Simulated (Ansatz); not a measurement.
# SbP: relaxing a made-up structure

This structure for SbP is made up. Its elements were placed in a known structure type with a cell scaled to their sizes. What cell does the guess relax to, and how far off was it?

Main program and level: Ansatz 0.2.0; DFT, PBEsol, plane-wave PAW, files of the set soft_1, scalar-relativistic, no spin, cell and ions relaxed at zero pressure; PAW set soft_1, in the first sound run; inputs show where later runs differ.

## (1) The structure

The structure is trigonal, space group R3m (No. 160). Conventional cell: a = 4.015 Å, b = 4.015 Å, c = 10.923 Å, α = 90.00°, β = 90.00°, γ = 120.00°. Nearest to Sb lie 6 P at 2.73 to 3.20 Å. Nearest to P lie 6 Sb at 2.73 to 3.20 Å. Farther neighbours are not listed.

## (2) Relaxing cell and atoms

The guessed cell has no reason to be at equilibrium. It is relaxed with the atoms, within the space group of the guess.

File input.yaml:

```yaml
crystal:
  lattice:
    - [2.0075, 1.159030665, 3.641]
    - [-2.0075, 1.159030665, 3.641]
    - [0.0, -2.318061331, 3.641]
  atoms:
    - { symbol: Sb, position: [0.2359, 0.2359, 0.2359] }
    - { symbol: P, position: [0.771366667, 0.771366667, 0.771366667] }
kpoints:
  mp_grid: { grid: [8, 8, 8] }
scf:
  occupations: { method: fermi_dirac, width: 0.05 }
hamiltonian:
  xc: pbesol
  pseudopotentials: { kind: paw, azcp: { folder: soft_1 }, xc_functional: pbe }
relax:
  f_tol: 0.015
  max_steps: 70
  cell: {}
output:
  forces: true
  stress: true
```

Run with:

```console
$ ansatz run input.yaml --threads 4 --pin off --max-ram 8192MiB --backend cpu --events-out ev --progress --plain --runs-dir out
```

Numbers of over 12 decimals in the logs are rounded to 6 here.

Output:

```text
Engine: ansatz 0.2.0, aarch64-unknown-linux-gnu
Pseudopotentials: kind: paw
Pseudopotential: Sb, paw, valence charge 15, recommended cutoff 420 eV (normal), soft_1/Sb.paw.azcp
Pseudopotential: P, paw, valence charge 5, recommended cutoff 420 eV (normal), soft_1/P.paw.azcp
Functional definition: PBEsol
  exchange = pbesol_x
  correlation = pbesol_c
Crystal: 2 atoms, lattice volume = 50.830 Å³
Basis set: ecut = 420 eV, 1003 PW (Γ), exchange–correlation on 60×60×60 points (8 copies of the dense FFT grid, shifted against one another)
Bands: 14, of which v1, the nominal top of the filled ones, is band 10 counted from 1 (9 counted from 0)
Symmetry: 6 space group operations
Space group: R3m (ITA 160), of the structure as read, at distance tolerance 3.7e-5 Å
k-points: 65 of 512 (time reversal used)
Non-local potential: Sb, projectors of the file, l = 0: 2, l = 1: 2, l = 2: 2, l = 3: 1
Non-local potential: P, projectors of the file, l = 0: 2, l = 1: 2, l = 2: 1
PAW form: soft (Blöchl's): semilocal exchange-correlation on the pseudo side does not see the compensation charge
PAW frozen core: Sb, regenerated for the run's functional, and the local potential with it (the file was generated under x = pbe(κ = 0.804, μ = 0.219515), c = pbe(β = 0.066725))
PAW frozen core: P, regenerated for the run's functional, and the local potential with it (the file was generated under x = pbe(κ = 0.804, μ = 0.219515), c = pbe(β = 0.066725))
PAW one-centre angular grid: Sb, 590 points (default); XC on 64 Gauss nodes
PAW one-centre angular grid: P, 110 points (default); XC on 64 Gauss nodes
Initial density: superposition of atomic densities (chi_scale 0.1, normalization cell, long waves kept (reshape's long-wave potential 0.00 eV rms))
Initial wavefunctions: pseudopotential atomic-orbital guess
Functional: x = pbesol(κ = 0.804, μ = 0.123457), c = pbesol(β = 0.046)
SCF iter   1: F=—  HF=-7148.084370 eV  |F-HF|=—  |Δ(HF+E_count)|=         —  Δρ=2.39e-2  dr2=4.38e-1  ethr=3.10e-3  ⟨swp⟩=6.3  Hψ=6062  notcnv=0
preconditioner: auto → Kerker (q_TF=auto, 2.335 Å⁻¹)  [metal: Δε(μ)=0.168 eV  Ē_g=8.986 eV  σ=0.050 eV  W_gap=0.47  n_scr=14 (ndim 8)  ℏωp=16.5 eV  f_vac=0.000  D(μ)=0.15/eV (n_scr^D=0)]
SCF iter   2: F=—  HF=-7148.002735 eV  |F-HF|=—  |Δ(HF+E_count)|=   8.16e-2  Δρ=1.35e-2  dr2=1.09e-1  ethr=2.19e-3  ⟨swp⟩=2.0  Hψ=1634  notcnv=0
preconditioner: auto → none  [insulator: Δε(μ)=0.167 eV  Ē_g=8.960 eV  σ=0.050 eV  W_gap=0.54  n_scr=14 (ndim 8)  ℏωp=16.5 eV  f_vac=0.000  D(μ)=0.20/eV (n_scr^D=0)  ε∞_Penn≈4.4]
SCF iter   3: F=—  HF=-7147.982092 eV  |F-HF|=—  |Δ(HF+E_count)|=   2.06e-2  Δρ=1.71e-3  dr2=1.46e-3  ethr=5.46e-4  ⟨swp⟩=2.5  Hψ=1322  notcnv=0
SCF iter   4: F=—  HF=-7147.982601 eV  |F-HF|=—  |Δ(HF+E_count)|=   5.09e-4  Δρ=8.76e-4  dr2=5.81e-4  ethr=7.29e-6  ⟨swp⟩=2.1  Hψ=1602  notcnv=0
SCF iter   5: F=—  HF=-7147.982407 eV  |F-HF|=—  |Δ(HF+E_count)|=   1.95e-4  Δρ=1.41e-4  dr2=7.12e-6  ethr=2.90e-6  ⟨swp⟩=2.0  Hψ=1433  notcnv=0
SCF iter   6: F=—  HF=-7147.982407 eV  |F-HF|=—  |Δ(HF+E_count)|=   1.84e-7  Δρ=2.64e-5  dr2=3.68e-7  ethr=3.56e-8  ⟨swp⟩=2.2  Hψ=1586  notcnv=0
SCF iter   7: F=-7147.982406 eV  HF=-7147.982406 eV  |F-HF|=6.71e-9  |Δ(HF+E_count)|=   8.84e-8  Δρ=4.39e-6  dr2=1.23e-8  ethr=5.00e-10  ⟨swp⟩=6.0  Hψ=3611  notcnv=0
SCF 1 converged in 7 iterations: F = -7147.982406 eV  dr2 = 1.23e-8
  greatest PAW one-centre occupation: 0.996 electrons in one spin orbital (limit 2), on the Sb atom at site 0 (counted from 0), in its partial waves of l = 2
relax step   1: F+E_penalty+E_count = -7147.98240643 eV  Δ(F+E_penalty+E_count) = +0.000e0 eV  max|allowed force component| = 5.785e-1 eV/Å  Δτ_max = 0.0000 Å  P = -6.611 GPa  Ω = 50.830 Å³  (7 SCF iters, dr2 threshold 1.00e-7 eV, accepted)
Crystal: 2 atoms, lattice volume = 44.992 Å³
Basis set: ecut = 420 eV, 899 PW (Γ), exchange–correlation on 60×60×60 points (8 copies of the dense FFT grid, shifted against one another)
Initial density: handed on by an earlier stage of this run
Initial wavefunctions: those handed on with the density
iter 1 solved again at ethr=9.17e-5 eV; its pass at ethr=3.10e-3 eV (dr2=1.83e-2 eV) is discarded
SCF iter   1: F=—  HF=-7148.084831 eV  |F-HF|=—  |Δ(HF+E_count)|=         —  Δρ=5.56e-3  dr2=1.79e-2  ethr=9.17e-5  ⟨swp⟩=1.8  Hψ=7398  notcnv=0
preconditioner: auto → Kerker (q_TF=auto, 2.383 Å⁻¹)  [metal: Δε(μ)=0.103 eV  Ē_g=9.660 eV  σ=0.050 eV  W_gap=0.39  n_scr=14 (ndim 8)  ℏωp=17.5 eV  f_vac=0.000  D(μ)=0.31/eV (n_scr^D=0)]
SCF iter   2: F=—  HF=-7148.082000 eV  |F-HF|=—  |Δ(HF+E_count)|=   2.83e-3  Δρ=3.43e-3  dr2=6.73e-3  ethr=8.94e-5  ⟨swp⟩=1.2  Hψ=926  notcnv=0
SCF iter   3: F=—  HF=-7148.080659 eV  |F-HF|=—  |Δ(HF+E_count)|=   1.34e-3  Δρ=7.30e-4  dr2=3.67e-4  ethr=3.37e-5  ⟨swp⟩=2.2  Hψ=1241  notcnv=0
SCF iter   4: F=—  HF=-7148.080655 eV  |F-HF|=—  |Δ(HF+E_count)|=   3.57e-6  Δρ=1.88e-4  dr2=1.72e-5  ethr=1.83e-6  ⟨swp⟩=2.1  Hψ=1254  notcnv=0
SCF iter   5: F=—  HF=-7148.080666 eV  |F-HF|=—  |Δ(HF+E_count)|=   1.02e-5  Δρ=5.88e-5  dr2=1.01e-6  ethr=8.62e-8  ⟨swp⟩=2.0  Hψ=1561  notcnv=0
SCF iter   6: F=-7148.080665 eV  HF=-7148.080665 eV  |F-HF|=5.65e-8  |Δ(HF+E_count)|=   1.71e-7  Δρ=1.53e-5  dr2=7.97e-8  ethr=1.00e-9  ⟨swp⟩=6.0  Hψ=3601  notcnv=0
SCF 2 converged in 6 iterations: F = -7148.080665 eV  dr2 = 7.97e-8
relax step   2: F+E_penalty+E_count = -7148.08066540 eV  Δ(F+E_penalty+E_count) = -9.826e-2 eV  max|allowed force component| = 6.032e-1 eV/Å  Δτ_max = 0.0401 Å  P = +2.576 GPa  Ω = 44.992 Å³  energy of the carried Pulay correction = +5.468e-4 eV  (6 SCF iters, dr2 threshold 2.00e-7 eV, accepted)
Crystal: 2 atoms, lattice volume = 44.762 Å³
Basis set: ecut = 420 eV, 887 PW (Γ), exchange–correlation on 60×60×60 points (8 copies of the dense FFT grid, shifted against one another)
iter 1 solved again at ethr=3.14e-5 eV; its pass at ethr=3.10e-3 eV (dr2=6.28e-3 eV) is discarded
SCF iter   1: F=—  HF=-7148.116614 eV  |F-HF|=—  |Δ(HF+E_count)|=         —  Δρ=3.84e-3  dr2=6.30e-3  ethr=3.14e-5  ⟨swp⟩=2.0  Hψ=7597  notcnv=0
preconditioner: auto → Kerker (q_TF=auto, 2.385 Å⁻¹)  [metal: Δε(μ)=0.050 eV  Ē_g=9.573 eV  σ=0.050 eV  W_gap=0.24  n_scr=14 (ndim 8)  ℏωp=17.6 eV  f_vac=0.000  D(μ)=0.50/eV (n_scr^D=0)]
SCF iter   2: F=—  HF=-7148.115432 eV  |F-HF|=—  |Δ(HF+E_count)|=   1.18e-3  Δρ=2.36e-3  dr2=2.59e-3  ethr=3.14e-5  ⟨swp⟩=1.0  Hψ=910  notcnv=0
SCF iter   3: F=—  HF=-7148.114756 eV  |F-HF|=—  |Δ(HF+E_count)|=   6.77e-4  Δρ=5.16e-4  dr2=9.43e-5  ethr=1.29e-5  ⟨swp⟩=2.1  Hψ=1471  notcnv=0
SCF iter   4: F=—  HF=-7148.114746 eV  |F-HF|=—  |Δ(HF+E_count)|=   9.20e-6  Δρ=2.71e-4  dr2=3.51e-5  ethr=4.71e-7  ⟨swp⟩=2.0  Hψ=1562  notcnv=0
SCF iter   5: F=—  HF=-7148.114736 eV  |F-HF|=—  |Δ(HF+E_count)|=   1.04e-5  Δρ=1.08e-4  dr2=5.27e-6  ethr=1.75e-7  ⟨swp⟩=2.4  Hψ=1572  notcnv=0
SCF iter   6: F=—  HF=-7148.114735 eV  |F-HF|=—  |Δ(HF+E_count)|=   8.04e-7  Δρ=2.07e-5  dr2=2.36e-7  ethr=2.64e-8  ⟨swp⟩=2.8  Hψ=1577  notcnv=0
SCF iter   7: F=-7148.114735 eV  HF=-7148.114735 eV  |F-HF|=3.92e-9  |Δ(HF+E_count)|=   1.21e-8  Δρ=4.96e-6  dr2=1.61e-8  ethr=1.00e-9  ⟨swp⟩=5.1  Hψ=3026  notcnv=0
SCF 3 converged in 7 iterations: F = -7148.114735 eV  dr2 = 1.61e-8
relax step   3: F+E_penalty+E_count = -7148.11473520 eV  Δ(F+E_penalty+E_count) = -3.407e-2 eV  max|allowed force component| = 2.885e-2 eV/Å  Δτ_max = 0.0616 Å  P = +0.152 GPa  Ω = 44.762 Å³  energy of the carried Pulay correction = +5.698e-4 eV  (7 SCF iters, dr2 threshold 2.00e-7 eV, accepted)
Crystal: 2 atoms, lattice volume = 44.954 Å³
Basis set: ecut = 420 eV, 893 PW (Γ), exchange–correlation on 60×60×60 points (8 copies of the dense FFT grid, shifted against one another)
iter 1 solved again at ethr=2.74e-7 eV; its pass at ethr=3.10e-3 eV (dr2=5.48e-5 eV) is discarded
SCF iter   1: F=—  HF=-7148.116672 eV  |F-HF|=—  |Δ(HF+E_count)|=         —  Δρ=4.90e-4  dr2=7.97e-5  ethr=2.74e-7  ⟨swp⟩=3.2  Hψ=7520  notcnv=0
preconditioner: auto → Kerker (q_TF=auto, 2.384 Å⁻¹)  [metal: Δε(μ)=0.022 eV  Ē_g=9.554 eV  σ=0.050 eV  W_gap=0.11  n_scr=14 (ndim 8)  ℏωp=17.5 eV  f_vac=0.000  D(μ)=0.34/eV (n_scr^D=0)]
SCF iter   2: F=—  HF=-7148.116666 eV  |F-HF|=—  |Δ(HF+E_count)|=   5.47e-6  Δρ=3.01e-4  dr2=3.34e-5  ethr=2.74e-7  ⟨swp⟩=1.0  Hψ=910  notcnv=0
SCF iter   3: F=—  HF=-7148.116665 eV  |F-HF|=—  |Δ(HF+E_count)|=   1.82e-6  Δρ=4.30e-5  dr2=9.40e-7  ethr=1.67e-7  ⟨swp⟩=2.3  Hψ=1243  notcnv=0
SCF iter   4: F=-7148.116665 eV  HF=-7148.116665 eV  |F-HF|=8.99e-10  |Δ(HF+E_count)|=   9.12e-8  Δρ=1.13e-5  dr2=7.34e-8  ethr=1.00e-9  ⟨swp⟩=5.7  Hψ=3543  notcnv=0
SCF 4 converged in 4 iterations: F = -7148.116665 eV  dr2 = 7.34e-8
relax step   4: F+E_penalty+E_count = -7148.11666464 eV  Δ(F+E_penalty+E_count) = -1.929e-3 eV  max|allowed force component| = 6.117e-3 eV/Å  Δτ_max = 0.0044 Å  P = -0.125 GPa  Ω = 44.954 Å³  energy of the carried Pulay correction = +5.507e-4 eV  (4 SCF iters, dr2 threshold 2.00e-7 eV, accepted)
Crystal: 2 atoms, lattice volume = 44.810 Å³
iter 1 solved again at ethr=8.06e-8 eV; its pass at ethr=3.10e-3 eV (dr2=1.61e-5 eV) is discarded
SCF iter   1: F=—  HF=-7148.116765 eV  |F-HF|=—  |Δ(HF+E_count)|=         —  Δρ=2.06e-4  dr2=1.79e-5  ethr=8.06e-8  ⟨swp⟩=3.1  Hψ=7143  notcnv=0
preconditioner: auto → Kerker (q_TF=auto, 2.385 Å⁻¹)  [metal: Δε(μ)=0.035 eV  Ē_g=9.569 eV  σ=0.050 eV  W_gap=0.17  n_scr=14 (ndim 8)  ℏωp=17.5 eV  f_vac=0.000  D(μ)=0.31/eV (n_scr^D=0)]
SCF iter   2: F=—  HF=-7148.116761 eV  |F-HF|=—  |Δ(HF+E_count)|=   3.93e-6  Δρ=1.23e-4  dr2=6.20e-6  ethr=8.06e-8  ⟨swp⟩=1.0  Hψ=910  notcnv=0
SCF iter   3: F=—  HF=-7148.116760 eV  |F-HF|=—  |Δ(HF+E_count)|=   5.32e-7  Δρ=2.38e-5  dr2=3.30e-7  ethr=3.10e-8  ⟨swp⟩=2.2  Hψ=1506  notcnv=0
SCF iter   4: F=-7148.116760 eV  HF=-7148.116760 eV  |F-HF|=6.78e-10  |Δ(HF+E_count)|=   1.95e-8  Δρ=5.37e-6  dr2=1.29e-8  ethr=7.53e-10  ⟨swp⟩=5.7  Hψ=3505  notcnv=0
SCF 5 converged in 4 iterations: F = -7148.116760 eV  dr2 = 1.29e-8
relax step   5: F+E_penalty+E_count = -7148.11676006 eV  Δ(F+E_penalty+E_count) = -9.543e-5 eV  max|allowed force component| = 6.040e-3 eV/Å  Δτ_max = 0.0013 Å  P = +0.033 GPa  Ω = 44.810 Å³  energy of the carried Pulay correction = +5.650e-4 eV  (4 SCF iters, dr2 threshold 1.51e-7 eV, accepted)
Crystal: 2 atoms, lattice volume = 44.833 Å³
iter 1 solved again at ethr=4.96e-9 eV; its pass at ethr=3.10e-3 eV (dr2=9.92e-7 eV) is discarded
SCF iter   1: F=—  HF=-7148.116783 eV  |F-HF|=—  |Δ(HF+E_count)|=         —  Δρ=5.70e-5  dr2=1.20e-6  ethr=4.96e-9  ⟨swp⟩=3.5  Hψ=7263  notcnv=0
preconditioner: auto → Kerker (q_TF=auto, 2.385 Å⁻¹)  [metal: Δε(μ)=0.030 eV  Ē_g=9.567 eV  σ=0.050 eV  W_gap=0.15  n_scr=14 (ndim 8)  ℏωp=17.5 eV  f_vac=0.000  D(μ)=0.32/eV (n_scr^D=0)]
SCF iter   2: F=—  HF=-7148.116781 eV  |F-HF|=—  |Δ(HF+E_count)|=   1.69e-6  Δρ=3.50e-5  dr2=4.97e-7  ethr=4.96e-9  ⟨swp⟩=1.0  Hψ=910  notcnv=0
SCF iter   3: F=-7148.116781 eV  HF=-7148.116781 eV  |F-HF|=6.22e-9  |Δ(HF+E_count)|=   3.84e-8  Δρ=5.48e-6  dr2=1.78e-8  ethr=1.48e-10  ⟨swp⟩=4.7  Hψ=4245  notcnv=0
SCF 6 converged in 3 iterations: F = -7148.116781 eV  dr2 = 1.78e-8
relax step   6: F+E_penalty+E_count = -7148.11678093 eV  Δ(F+E_penalty+E_count) = -2.086e-5 eV  max|allowed force component| = 4.915e-5 eV/Å  Δτ_max = 0.0001 Å  P = +0.008 GPa  Ω = 44.833 Å³  energy of the carried Pulay correction = +5.627e-4 eV  (3 SCF iters, dr2 threshold 2.96e-8 eV, accepted)
Initial wavefunctions: pseudopotential atomic-orbital guess (no wavefunctions were taken with the density)
iter 1 solved again at ethr=4.00e-7 eV; its pass at ethr=3.10e-3 eV (dr2=7.99e-5 eV) is discarded
SCF iter   1: F=—  HF=-7148.116331 eV  |F-HF|=—  |Δ(HF+E_count)|=         —  Δρ=9.47e-5  dr2=1.22e-6  ethr=4.00e-7  ⟨swp⟩=4.3  Hψ=9024  notcnv=0
SCF iter   2: F=—  HF=-7148.116329 eV  |F-HF|=—  |Δ(HF+E_count)|=   2.30e-6  Δρ=4.71e-5  dr2=2.76e-7  ethr=6.10e-9  ⟨swp⟩=2.1  Hψ=1409  notcnv=0
SCF iter   3: F=—  HF=-7148.116329 eV  |F-HF|=—  |Δ(HF+E_count)|=   6.55e-8  Δρ=6.86e-6  dr2=8.36e-9  ethr=1.38e-9  ⟨swp⟩=2.1  Hψ=1342  notcnv=0
SCF iter   4: F=—  HF=-7148.116329 eV  |F-HF|=—  |Δ(HF+E_count)|=   2.70e-9  Δρ=1.28e-6  dr2=8.78e-10  ethr=4.18e-11  ⟨swp⟩=2.1  Hψ=1565  notcnv=0
SCF iter   5: F=—  HF=-7148.116329 eV  |F-HF|=—  |Δ(HF+E_count)|=  1.73e-10  Δρ=3.26e-7  dr2=5.48e-11  ethr=4.39e-12  ⟨swp⟩=3.0  Hψ=1604  notcnv=0
SCF iter   6: F=-7148.116329 eV  HF=-7148.116329 eV  |F-HF|=0.00e0  |Δ(HF+E_count)|=  3.64e-12  Δρ=1.35e-7  dr2=8.79e-12  ethr=1.00e-12  ⟨swp⟩=6.9  Hψ=4107  notcnv=0
SCF 7 converged in 6 iterations: F = -7148.116329 eV  dr2 = 8.79e-12
relax step   7: F+E_penalty+E_count = -7148.11632867 eV  Δ(F+E_penalty+E_count) = +4.523e-4 eV  max|allowed force component| = 2.205e-4 eV/Å  Δτ_max = 0.0000 Å  P = +0.003 GPa  Ω = 44.833 Å³  stress off target by 7.94e-3 GPa  SCF on the basis re-selected at this cell (its energy is not comparable with the rows above)  (6 SCF iters)
basis re-selected at this cell: Δ(F+E_penalty+E_count) = +4.523e-4 eV, ΔP = -0.004 GPa vs the last step (what re-selecting the basis moved, of the pressure what is left beyond the Pulay correction that the steps carried, after the strain that the cell walked since its last selection, with what the two solves' SCF thresholds leave and, on support functions, any second-order correction that the steps lacked; it is no m [...]
SCF converged after 6 iterations
Free energy (F): -7148.116329 eV
Harris-Foulkes:  -7148.116329 eV  (|F-HF|=0.00e0)
Internal energy: -7148.113668 eV  (E = F + TS)
E sigma→0 (E₀):  -7148.114998 eV
Entropy (-TS):   -0.002661 eV (-1.331 meV/atom)
Fermi energy:    10.674685 eV
--- Per-component energies (eV) ---
  E_band       = -145.362526
  E_kinetic    = 230.583055
  E_local      = -1627.585967  (includes V_loc(G=0)·N_el)
  E_nonlocal   = 423.776373
  E_hartree    = 671.655934
  E_xc         = -170.573589
  E_vxc        = -152.117054  (∫ρ·V_xc dr)
  E_paw        = -5010.037342  (= ΣΔE_a)
  E_vpaw       = -363.330928  (= ΣTr[D̂ρ^β])
  E_aug_tail   = 0.000132  (compensation charges beyond the density's cutoff)
  E_ewald      = -1666.310214
  E_core_change = 0.377951  (= ΣΔE_core)
  E_smearing   = -0.002661  (= −TS)
  E_closure    = 0.000000  (closes the sum)
  Σ components = -7148.116329   (vs F -7148.116329, Δ=0.00e0)
--- Forces (eV/Å), atoms counted from 1 ---
  atom   1  Sb     0.00000000    -0.00000000     0.00022052
  atom   2  P     -0.00000000     0.00000000    -0.00022057
  max |Σ_I F_I| component: 4.33e-8 eV/Å
--- Stress (GPa, compression-positive) ---
        0.007939       0.000000      -0.000000
        0.000000       0.007939       0.000000
        0.000000       0.000000      -0.005783
  P = ⅓ Tr σ = 0.0034 GPa (0.034 kbar)
--- Relaxed structure (6 steps of the walk, 6 accepted, 1 SCFs on fresh bases) ---
  F+E_penalty+E_count = -7148.11632867 eV   max|allowed force component| = 2.205e-4 eV/Å   (the final SCF, on the basis selected at the relaxed cell)
  cell:  # Å, volume = 44.8331 Å³
    - [1.962388, 1.132985, 3.360767]
    - [-1.962388, 1.132985, 3.360767]
    - [0, -2.265971, 3.360767]
  atoms:
    - { symbol: Sb, position: [0.237587, 0.237587, 0.237587] }
    - { symbol: P, position: [0.769680, 0.769680, 0.769680] }
```

The job ended after 7.2 s (4 threads of Arm Neoverse V1, shared host; peak memory 0.38 GiB).

Step by step:

| step | energy less that of the first step (eV) | largest force component (eV/Å) | pressure (GPa) | volume (Å³) |
| --- | --- | --- | --- | --- |
| 1 | 0.0000 | 0.5785 | -6.61 | 50.83 |
| 2 | -0.0983 | 0.6032 | 2.58 | 44.99 |
| 3 | -0.1323 | 0.0288 | 0.15 | 44.76 |
| 4 | -0.1343 | 0.0061 | -0.13 | 44.95 |
| 5 | -0.1344 | 0.0060 | 0.03 | 44.81 |
| 6 | -0.1344 | 0.0000 | 0.01 | 44.83 |
| 7* | -0.1339 | 0.0002 | 0.00 | 44.83 |

Relaxation steps marked * repeat the geometry before them on a plane-wave basis chosen anew for their cell, so energy and pressure can jump there.

Forces are held to the 6 operations that the run works with; a distortion that breaks them can't arise in this run.

| conventional cell, symmetrised | before | after | change |
| --- | --- | --- | --- |
| a (Å) | 4.015 | 3.925 | -2.2 % |
| b (Å) | 4.015 | 3.925 | -2.2 % |
| c (Å) | 10.923 | 10.082 | -7.7 % |
| volume (Å³/atom) | 25.42 | 22.42 | -11.8 % |

The atoms that moved most (Å, as changes of fractional coordinates times the final cell):

| atom | dx | dy | dz | length |
| --- | --- | --- | --- | --- |
| Sb1 | 0.000 | 0.000 | 0.017 | 0.017 |
| P2 | 0.000 | 0.000 | -0.017 | 0.017 |

The relaxed structure:

```xyz
2
Lattice="1.9624 1.1330 3.3608 -1.9624 1.1330 3.3608 0.0000 -2.2660 3.3608" Properties=species:S:1:pos:R:3 pbc="T T T"
Sb    0.0000    0.0000    2.3954
P     0.0000    0.0000    7.7601
```

Numbers from this step:

* free energy: -7148.1163 eV
* energy at zero smearing: -7148.1150 eV
* smearing term TS: 0.002661 eV
* Fermi energy: 10.67 eV
* electrons: 20
* symmetry operations: 6
* pressure: 0.003365 GPa

Shortest distances by pair of elements, guess and relaxed (not always the same contact):

| pair | guess (Å) | relaxed (Å) |
| --- | --- | --- |
| P–Sb | 2.725 | 2.641 |
| Sb–Sb | 4.015 | 3.925 |
| P–P | 4.015 | 3.925 |

The relaxation ends with a largest force component of 2.2e-4 eV/Å and a pressure of 0.00 GPa.

(Continued in part 2 of 2.)

[Logs are printed without paths, hosts, clocks, repeated set-up lines and the standing remarks that a program may print on its own settings, such as how far it seeks lower states.]

[Hosts, paths, dates, database ids (printed as entryN), source tags and the programs' standing remarks are cut or masked in the printed files.]
